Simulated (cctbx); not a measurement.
# Accept or mend?

Cell a = 6.7740 Å, b = 9.2680 Å, c = 6.6240 Å, α = 90.00°, β = 90.00°, γ = 90.00°; space group Pnma (no. 62).

The data are simulated with cctbx, not measured: synchrotron X-rays, λ = 0.7749 Å, to d = 0.75 Å, 70 % of the full sphere, strongest reflection 5000 counts, noise from counting, a 2 % proportional error and a noise floor of 15 counts (s.d.); no absorption.

An anisotropic refinement with weights 1/σ² prints:

```text
Rint 0.076, 548 unique reflections to 0.75 A
cycle     R1     wR2    GooF  max shift (A)
   1  0.1570  0.2746   5.625   0.01293
   4  0.1616  0.2717   5.565   0.00033
final R1 0.1616 wR2 0.2717 GooF 5.565  parameters 21  data/parameter 26.1
atom        x        y        z      Ueq    occ   su(xyz)  su(Uiso or U11)
Pr1    0.46931  0.25000  0.49771   0.0058  1.000  0.00108  0.0011
Fe1    0.50000  0.50000  0.00000   0.0081  1.000  0.00000  0.0044
S1     0.78542  0.53332  0.78215   0.0076  1.000  0.00163  0.0039
difference map: max 44.09 min -5.50 rms 2.06
Q1    0.0069  0.2500  0.5682    4   48.98  2.36 A from Fe1
Q2    0.0139  0.7500  0.9651    4    9.40  0.24 A from Pr1
Q3    0.0020  0.2500  0.4251    4    9.24  2.37 A from Fe1
Q4    0.2027  0.5363  0.8102    8    4.60  0.83 A from S1
Q5    0.1379  0.2500  0.8160    4    4.59  1.68 A from Pr1
Q6    0.0448  0.6798  0.3124    8    4.55  2.10 A from Fe1
```

Q: Accept it or mend it, and why?

Mend it. The fault: an atom left out, S at (0.0047, 1/4, 0.5683). Against the right model at the same level, R1 goes from 0.0269 to 0.1616 and GooF from 0.92 to 5.57 and the top difference peak, 49.0 e/Å³, lies 2.36 Å from Fe1. Q1 is the missing atom. With scattering power missing, scale and phases suffer, so peaks may also grow on the heavy atoms.

The compound is PrFeS3. The right model at the same level gives:

```text
Rint 0.076, 548 unique reflections to 0.75 A
cycle     R1     wR2    GooF  max shift (A)
   1  0.0275  0.0454   0.936   0.00094
   2  0.0269  0.0446   0.918   0.00000
final R1 0.0269 wR2 0.0446 GooF 0.918  parameters 27  data/parameter 20.3
atom        x        y        z      Ueq    occ   su(xyz)  su(Uiso or U11)
Pr1    0.46947  0.25000  0.49531   0.0067  1.000  0.00012  0.0002
Fe1    0.50000  0.50000  0.00000   0.0089  1.000  0.00000  0.0007
S1     0.78592  0.53366  0.78166   0.0113  1.000  0.00027  0.0007
S2     0.00470  0.25000  0.56816   0.0100  1.000  0.00036  0.0012
difference map: max 2.87 min -2.42 rms 0.62
Q1    0.9874  0.0427  0.0448    8    3.12  1.92 A from S1
Q2    0.1301  0.5517  0.0594    8    2.68  1.43 A from S1
Q3    0.2291  0.7500  0.1735    4    2.65  1.79 A from Pr1
Q4    0.2310  0.0250  0.7654    8    2.10  0.73 A from S1
Q5    0.2039  0.7500  0.7251    4    1.96  2.08 A from S1
Q6    0.9932  0.1589  0.1129    8    1.93  1.12 A from Pr1
```

Isotropic U is held between 0.0001 and 1 Å² by the program, and listed peak heights are interpolated, so they can pass the grid's maximum.

The model is made up (kin elements in a known structure type, no relaxation), so it says nothing on whether the phase exists.

[Middle refinement cycles are left out of these outputs.]

[Logs are printed without paths, hosts, clocks, repeated set-up lines and the standing remarks that a program may print on its own settings, such as how far it seeks lower states.]
